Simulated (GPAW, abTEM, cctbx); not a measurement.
## Ni5HgN: the scripts behind a bonding study

Short scripts, each with its output. The start was made by putting kin elements into a known structure type; the compound need not exist, or be stable, in this form.

## Step 1: Relax the structure

```text
cell
1.0
     3.540000000    0.000000000    0.000000000
     0.000000000    3.540000000    0.000000000
     0.000000000    0.000000000    6.213000000
Hg Ni N
1 5 1
Direct
0.000000000 0.000000000 0.000000000
0.500000000 0.000000000 0.301000000
0.500000000 0.000000000 0.699000000
0.000000000 0.500000000 0.699000000
0.000000000 0.500000000 0.301000000
0.500000000 0.500000000 0.000000000
0.500000000 0.500000000 0.500000000
```

```python
from ase.constraints import FixSymmetry
from ase.filters import FrechetCellFilter
from ase.io import read, write
from ase.optimize import BFGS
from ase.parallel import parprint
from gpaw import GPAW, PW, FermiDirac

atoms = read("start.vasp")
atoms.set_initial_magnetic_moments([0, 1.5, 1.5, 1.5, 1.5, 1.5, 0])
atoms.set_constraint(FixSymmetry(atoms))
atoms.calc = GPAW(mode=PW(900), xc="PBE", kpts={"size": (5, 5, 3), "gamma": True},
                 occupations=FermiDirac(0.1), maxiter=120, symmetry={"tolerance": 1e-5}, txt="relax.txt")
BFGS(FrechetCellFilter(atoms), maxstep=0.15).run(fmax=0.03, steps=40)
parprint("cell  %.4f %.4f %.4f  %.2f %.2f %.2f" % tuple(atoms.cell.cellpar()))
parprint("volume %.3f A^3, largest force %.3f eV/A, largest stress %.2f GPa" % (atoms.get_volume(), abs(atoms.get_forces()).max(), 160.218 * abs(atoms.get_stress()).max()))
atoms.set_constraint()
write("relaxed.vasp", atoms, direct=True)
```

```console
$ OMP_NUM_THREADS=1 mpirun -n 4 gpaw python run.py > gpaw.log
```

```text
      Step        Energy          fmax
BFGS:    0      -42.769974        1.509763
BFGS:    1      -42.911238        1.161683
BFGS:    2      -43.132655        0.754948
BFGS:    3      -43.144208        0.682945
BFGS:    4      -43.181685        0.342910
BFGS:    5      -43.193357        0.147916
BFGS:    6      -43.196317        0.151958
BFGS:    7      -43.197989        0.165735
BFGS:    8      -43.200325        0.159413
BFGS:    9      -43.203958        0.120241
BFGS:   10      -43.207240        0.096746
BFGS:   11      -43.208510        0.038685
BFGS:   12      -43.208685        0.005299
cell  3.5607 3.5607 6.4672  90.00 90.00 90.00
volume 81.996 A^3, largest force 0.005 eV/A, largest stress 0.02 GPa
```

Time: 12 min on 4 cores of Arm Neoverse V1 (shared host), peak memory 1.6 GiB.

## Step 2: Build the all-electron density and subtract free atoms

```text
cell
1.0
     3.560703610    0.000000000    0.000000000
     0.000000000    3.560703610    0.000000000
     0.000000000    0.000000000    6.467239730
Hg Ni N
1 5 1
Direct
0.000000000 0.000000000 0.000000000
0.500000000 0.000000000 0.317387810
0.500000000 0.000000000 0.682612190
0.000000000 0.500000000 0.682612190
0.000000000 0.500000000 0.317387810
0.500000000 0.500000000 0.000000000
0.500000000 0.500000000 0.500000000
```

```python
import numpy as np
from ase.io import read
from ase.units import Bohr
from gpaw import GPAW, PW, FermiDirac
from gpaw.calculator import GPAW as OldGPAW
from gpaw.mpi import serial_comm, world
from scipy.special import erfc
from scipy.spatial import cKDTree

atoms = read("cell.vasp")
atoms.set_initial_magnetic_moments([0, 1.5, 1.5, 1.5, 1.5, 1.5, 0])
atoms.calc = GPAW(mode=PW(550), xc="PBE", kpts={"size": (7, 7, 4), "gamma": True},
                 occupations=FermiDirac(0.1), maxiter=120, symmetry={"tolerance": 1e-5}, txt="scf.txt")
atoms.get_potential_energy()
rho = atoms.calc.get_all_electron_density(gridrefinement=2)
moments = atoms.get_magnetic_moments() if atoms.calc.get_number_of_spins() == 2 else np.zeros(len(atoms))
total = atoms.get_magnetic_moment() if moments.any() else 0.0
if world.rank == 0:
    free = OldGPAW(mode=PW(550), xc="PBE", txt=None, communicator=serial_comm)
    neutral = atoms.copy()
    neutral.set_initial_magnetic_moments(None)
    free.initialize(neutral)
    free.set_positions(neutral)
    drho = rho - free.get_all_electron_density(gridrefinement=2)
    # GPAW starts from confined atoms: exchange their smooth part for that of the datasets' free atoms
    h = np.stack(np.meshgrid(*[np.fft.fftfreq(n, 1 / n) for n in drho.shape], indexing="ij"), -1)
    gabs = np.linalg.norm(h @ atoms.cell.reciprocal(), axis=-1)
    tails = np.fft.fftn(free.get_pseudo_density(gridrefinement=2))
    g, form, v0 = np.linspace(0, gabs.max(), 1500), {}, 0
    for e in set(atoms.symbols):
        idx = atoms.symbols.search(e)
        d = free.setups[idx[0]].data
        r, w = d.rgd.r_g * Bohr, d.rgd.r_g**2 * d.rgd.dr_g
        j0 = np.sinc(2 * g[:, None] * r)
        smooth = sum(f * p**2 for f, p in zip(d.f_j, d.phit_jg)) + np.sqrt(4 * np.pi) * d.nct_g
        full = sum(f * p**2 for f, p in zip(d.f_j, d.phi_jg)) + np.sqrt(4 * np.pi) * d.nc_g
        phase = sum(np.exp(-2j * np.pi * h @ s) for s in atoms.get_scaled_positions()[idx])
        tails -= np.interp(gabs, g, j0 @ (smooth * w)) * phase * drho.size / atoms.get_volume()
        form[e] = j0 @ (full * w)
        v0 += 2 * np.pi / 3 * 14.3996 * (full * w * r**2).sum() * len(idx)  # V A^3
    tails *= 0.5 * erfc((gabs - 1.8) / 0.25)  # the tails differ at long wavelengths alone
    drho += np.fft.ifftn(tails).real  # crystal minus superposed spherical free atoms
    np.save("drho.npy", drho)
    dv = atoms.get_volume() / drho.size
    print("grid", drho.shape, " electrons %.3f" % (rho.sum() * dv), " moved by bonding %.3f e" % (abs(drho).sum() * dv / 2))
    pts = np.indices(drho.shape).reshape(3, -1).T / drho.shape @ atoms.cell
    shifts = (np.indices((3, 3, 3)).reshape(3, -1).T - 1) @ atoms.cell
    images = (atoms.positions[None] + shifts[:, None]).reshape(-1, 3)
    dist, idx = cKDTree(images).query(pts, k=4)
    out = drho.ravel()[dist[:, 0] > 0.5]
    print("deformation density beyond 0.5 A of the nuclei: max %.3f, min %.3f e/A^3" % (out.max(), out.min()))
    tie = dist < dist[:, :1] + 1e-4
    q = -np.bincount((idx % len(atoms))[tie], (drho.ravel()[:, None] / tie.sum(1, keepdims=True) * tie)[tie], len(atoms)) * dv
    print("atom        x       y       z   Voronoi charge  moment")
    for a, s, c, m in zip(atoms, atoms.get_scaled_positions(), q, moments):
        print("%-2s%-3d %7.4f %7.4f %7.4f %10.3f %10.2f" % (a.symbol, a.index + 1, *s, c, m))
    np.savez("free.npz", g=g, **form)
    print("mean inner potential of superposed free atoms %.3f V" % (v0 / atoms.get_volume()))
    print("total magnetic moment %.3f muB" % total)
```

```console
$ OMP_NUM_THREADS=1 mpirun -n 4 gpaw python run.py > gpaw.log
```

```text
grid (40, 40, 70)  electrons 227.000  moved by bonding 1.135 e
deformation density beyond 0.5 A of the nuclei: max 0.335, min -0.114 e/A^3
atom        x       y       z   Voronoi charge  moment
Hg1    0.0000  0.0000  0.0000      0.417      -0.00
Ni2    0.5000  0.0000  0.3174     -0.029      -0.00
Ni3    0.5000  0.0000  0.6826     -0.029      -0.00
Ni4    0.0000  0.5000  0.6826     -0.029      -0.00
Ni5    0.0000  0.5000  0.3174     -0.029      -0.00
Ni6    0.5000  0.5000  0.0000     -0.183      -0.00
N 7    0.5000  0.5000  0.5000     -0.117       0.00
mean inner potential of superposed free atoms 26.025 V
total magnetic moment -0.001 muB
```

Time: 1.9 min.

## Step 3: Fourier-transform the difference

```python
from cctbx import adptbx, crystal, miller, xray
from cctbx.eltbx import tiny_pse
import numpy as np

cs = crystal.symmetry(unit_cell=(3.5607, 3.5607, 6.4672, 90, 90, 90), space_group_symbol='Hall: -P 4 2')  # P4/mmm
atoms = [  # label, site, U (iso, or U11 U22 U33 U12 U13 U23 in A^2), occupancy
    ("Hg1", (0, 0, 0), 0.0000, 1),
    ("Ni1", (0.5, 0, 0.31739), 0.0000, 1),
    ("Ni2", (0.5, 0.5, 0), 0.0000, 1),
    ("N1", (0.5, 0.5, 0.5), 0.0000, 1),
]
xs = xray.structure(crystal_symmetry=cs)
for label, site, u, occ in atoms:
    u = adptbx.u_cif_as_u_star(cs.unit_cell(), u) if isinstance(u, tuple) else u
    xs.add_scatterer(xray.scatterer(label, site=site, u=u, occupancy=occ))
xs.scattering_type_registry(table="wk1995")
drho = np.load("drho.npy")
T = np.array([[1, 0, 0], [0, 1, 0], [0, 0, 1]])  # conventional axes in terms of the primitive ones
dF = np.fft.ifftn(drho) * 81.99561  # electrons a conventional cell, indexed by primitive hkl
ms = miller.build_set(cs, anomalous_flag=False, d_min=0.9).sort("resolution")
iam = ms.structure_factors_from_scatterers(xs, algorithm="direct").f_calc()
p1 = xs.expand_to_p1()
z = np.array([tiny_pse.table(sc.scattering_type).atomic_number() for sc in p1.scatterers()])
x = np.array(p1.sites_frac())
free = np.load("free.npz")
print("static structure factors of the conventional cell: F in electrons, V (Mott-Bethe) in volts")
print("   h  k  l      d  |F| table  |F| free   |F| DFT   change   |V| free  |V| DFT  change %")
for h, d, table in list(zip(ms.indices(), ms.d_spacings().data(), iam.data()))[:16]:
    df = dF[tuple(np.rint(np.linalg.solve(T, h)).astype(int))]
    phase = np.exp(2j * np.pi * x @ h)
    f = sum(np.interp(1 / d, free["g"], free[sc.scattering_type]) * p for sc, p in zip(p1.scatterers(), phase))
    fz = (z * phase).sum()
    c = 14.3996 * d * d / (np.pi * cs.unit_cell().volume())
    v0, v1 = abs(fz - f) * c, abs(fz - f - df) * c
    print("%4d%3d%3d %7.4f %9.3f %9.3f %9.3f %8.3f %9.3f %8.3f %8s" % (h + (d, abs(table), abs(f), abs(f + df), abs(f + df) - abs(f), v0, v1, "%.1f" % (100 * (v1 / v0 - 1)) if v0 > 0.02 else "-")))
```

```console
$ python run.py
```

```text
static structure factors of the conventional cell: F in electrons, V (Mott-Bethe) in volts
   h  k  l      d  |F| table  |F| free   |F| DFT   change   |V| free  |V| DFT  change %
   0  0  1  6.4672    53.926    53.914    53.753   -0.161     2.495    2.871     15.1
   1  0  0  3.5607    43.110    43.123    42.675   -0.448     1.330    1.648     23.9
   0  0  2  3.2336    37.878    37.859    37.502   -0.358     1.729    1.938     12.1
   1  0  1  3.1192    52.975    52.957    52.745   -0.212     3.286    3.402      3.5
   1  1  0  2.5178     6.146     6.351     6.000   -0.351     1.187    1.063    -10.5
   1  0  2  2.3938    41.064    41.155    40.749   -0.406     1.232    1.362     10.6
   1  1  1  2.3463   119.946   119.689   119.741    0.052     8.410    8.394     -0.2
   0  0  3  2.1557   162.730   162.164   162.300    0.136    11.902   11.867     -0.3
   1  1  2  1.9866   141.907   141.408   141.631    0.223    10.540   10.491     -0.5
   1  0  3  1.8441    46.247    46.304    46.298   -0.006     2.413    2.415      0.0
   2  0  0  1.7804   161.780   161.102   161.335    0.233    11.676   11.635     -0.4
   2  0  1  1.7165    45.311    45.309    45.196   -0.112     1.593    1.612      1.2
   1  1  3  1.6375     4.400     4.627     4.525   -0.101     1.590    1.575     -1.0
   0  0  4  1.6168    72.019    71.882    71.947    0.065     4.294    4.285     -0.2
   2  1  0  1.5924    37.867    37.885    37.789   -0.096     1.009    1.022      1.3
   2  0  2  1.5596    31.993    32.075    32.053   -0.023     1.189    1.192      0.3
```

Time: 0.29 s on 1 core of Arm Neoverse V1 (shared host), peak memory 0.08 GiB.

## Step 4: Propagate a plane wave with and without the bonding term

```python
import abtem
import numpy as np
from ase.build import make_supercell
from ase.io import read

abtem.config.set({"dask.lazy": False, "fft": "fftw", "diagnostics.progress_bar": False})
M = [[0, 1, 0], [0, 0, 1], [1, 0, 0]]  # rows: x, y and beam direction in the primitive cell's axes
unit = make_supercell(read("cell.vasp"), M)
unit.set_cell(list(unit.cell.lengths()) + [90, 90, 90], scale_atoms=True)
unit.positions[:, 2] += 0.8902  # keeps atomic planes off the slice boundaries
unit.wrap()
slab = unit * (1, 1, 168)
print(slab.get_chemical_formula(), "| box %.2f x %.2f x %.2f A" % tuple(slab.cell.lengths()))

# change of the potential by bonding, from the DFT deformation density (Poisson's equation term by term)
drho = np.load("drho.npy")
prim = read("cell.vasp")
h = np.stack(np.meshgrid(*[np.fft.fftfreq(n, 1 / n) for n in drho.shape], indexing="ij"), -1).reshape(-1, 3).astype(int)
g2 = ((h @ prim.cell.reciprocal()) ** 2).sum(1)
keep = (g2 > 0) & (g2 < 2.5**2)
shape = (102, 185, 22)
vg = np.zeros(shape, complex)
hm = h[keep] @ np.array(M).T
move = np.exp(-2j * np.pi * hm[:, 2] * (0.8902 / unit.cell[2, 2] - 0.5 / shape[2]))  # the same shift, sampled at mid-points
vg[tuple(hm.T % np.array(shape)[:, None])] = -14.3996 / np.pi * (np.fft.fftn(drho).ravel() / drho.size)[keep] / g2[keep] * move
dV = np.fft.ifftn(vg).real * vg.size
dV = dV.reshape(102, 185, 2, 11).mean(3) * unit.cell[2, 2] / 2  # V A, projected in each slice
dV = np.tile(dV.transpose(2, 0, 1), (168, 1, 1))


def build(atoms):
    p = abtem.Potential(atoms, gpts=(102, 185), slice_thickness=[slab.cell[2, 2] / 336] * 336,
                        parametrization="lobato", projection="infinite", exit_planes=28).build()
    p.array[:] += BONDING * dV
    return p


def potentials():
    yield build(slab)  # atoms at rest


for label, BONDING in (("IAM", 0.0), ("DFT", 1.0)):
    print("=====", label)
    potential = build(slab)
    print("grid", potential.gpts, "slices", potential.num_slices)
    thickness = potential.exit_thicknesses
    wave = abtem.PlaneWave(energy=200000)
    dp = np.mean([wave.multislice(p).diffraction_patterns(max_angle="valid").array for p in potentials()], axis=0)
    hkl = [(0, 0, 0), (0, 0, 1), (0, 1, 0), (0, 0, 2), (0, 1, 1), (0, 1, 2), (0, 0, 3)]
    nx, ny = dp.shape[-2:]
    print("intensity of each beam, fraction of the incident wave")
    print("  t (A)" + "".join("%9s" % " ".join(map(str, h)) for h in hkl) + "  diffuse    total")
    grid = np.zeros((nx, ny), bool)
    grid[nx // 2 % 1::1, ny // 2 % 1::1] = True
    for t, a in list(zip(thickness, dp))[1:]:
        idx = [np.rint(np.array(M) @ np.linalg.solve([[1, 0, 0], [0, 1, 0], [0, 0, 1]], h)).astype(int) for h in hkl]
        print("%7.1f" % t + "".join("%9.5f" % a[nx // 2 + i[0] * 1, ny // 2 + i[1] * 1] for i in idx) + "%9.4f%9.4f" % (a[~grid].sum(), a.sum()))
```

```console
$ python run.py
```

```text
Hg168N168Ni840 | box 3.56 x 6.47 x 598.20 A
===== IAM
grid (102, 185) slices 336
intensity of each beam, fraction of the incident wave
  t (A)    0 0 0    0 0 1    0 1 0    0 0 2    0 1 1    0 1 2    0 0 3  diffuse    total
   49.8  0.36895  0.00078  0.00217  0.00663  0.00464  0.00204  0.06582   0.0000   0.9867
   99.7  0.56116  0.00231  0.00058  0.02970  0.02601  0.00093  0.01482   0.0000   0.9665
  149.5  0.29576  0.00193  0.00300  0.02030  0.02654  0.00823  0.02810   0.0000   0.9530
  199.4  0.13246  0.01193  0.00263  0.06298  0.05316  0.01361  0.02506   0.0000   0.9341
  249.2  0.13029  0.01466  0.00137  0.05111  0.04575  0.01783  0.00804   0.0000   0.9160
  299.1  0.00595  0.03687  0.00587  0.03937  0.04518  0.02548  0.02083   0.0000   0.9046
  348.9  0.04478  0.05166  0.00405  0.04034  0.04722  0.01515  0.00891   0.0000   0.8961
  398.8  0.01172  0.06383  0.01047  0.00856  0.02743  0.01441  0.02330   0.0000   0.8867
  448.6  0.08694  0.07713  0.02409  0.00535  0.02569  0.00370  0.00779   0.0000   0.8880
  498.5  0.02674  0.06271  0.02341  0.00191  0.01276  0.00137  0.02990   0.0000   0.8841
  548.3  0.10068  0.06289  0.03105  0.00651  0.01215  0.00120  0.00299   0.0000   0.8842
  598.2  0.04773  0.04351  0.02612  0.01242  0.01570  0.00439  0.01153   0.0000   0.8839
===== DFT
grid (102, 185) slices 336
intensity of each beam, fraction of the incident wave
  t (A)    0 0 0    0 0 1    0 1 0    0 0 2    0 1 1    0 1 2    0 0 3  diffuse    total
   49.8  0.36769  0.00086  0.00189  0.00679  0.00482  0.00183  0.06696   0.0000   0.9867
   99.7  0.53491  0.00414  0.00109  0.03288  0.02797  0.00063  0.01681   0.0000   0.9656
  149.5  0.28708  0.00162  0.00113  0.02327  0.02910  0.00621  0.03057   0.0000   0.9505
  199.4  0.10337  0.00862  0.00129  0.06767  0.05812  0.01066  0.02867   0.0000   0.9305
  249.2  0.10695  0.00774  0.00021  0.05956  0.05296  0.01480  0.00866   0.0000   0.9110
  299.1  0.00640  0.01758  0.00246  0.04396  0.05157  0.02244  0.02456   0.0000   0.8992
  348.9  0.03828  0.02723  0.00338  0.05145  0.05525  0.01414  0.00916   0.0000   0.8910
  398.8  0.02552  0.03195  0.00632  0.01456  0.03239  0.01504  0.02919   0.0000   0.8802
  448.6  0.12731  0.04510  0.01956  0.01065  0.02975  0.00465  0.00981   0.0000   0.8825
  498.5  0.05793  0.03633  0.01741  0.00134  0.01407  0.00188  0.03915   0.0000   0.8805
  548.3  0.17816  0.04004  0.02381  0.00389  0.00874  0.00070  0.00637   0.0000   0.8821
  598.2  0.11133  0.03141  0.02284  0.00825  0.00831  0.00284  0.01922   0.0000   0.8864
```

Time: 9.8 s.

[Outputs are excerpts: Python notices, other lines and further rows are left out; steps that failed or that the build refused (PBEsol, TPSS) are not shown.]

[Logs are printed without paths, hosts, clocks, repeated set-up lines and the standing remarks that a program may print on its own settings, such as how far it seeks lower states.]
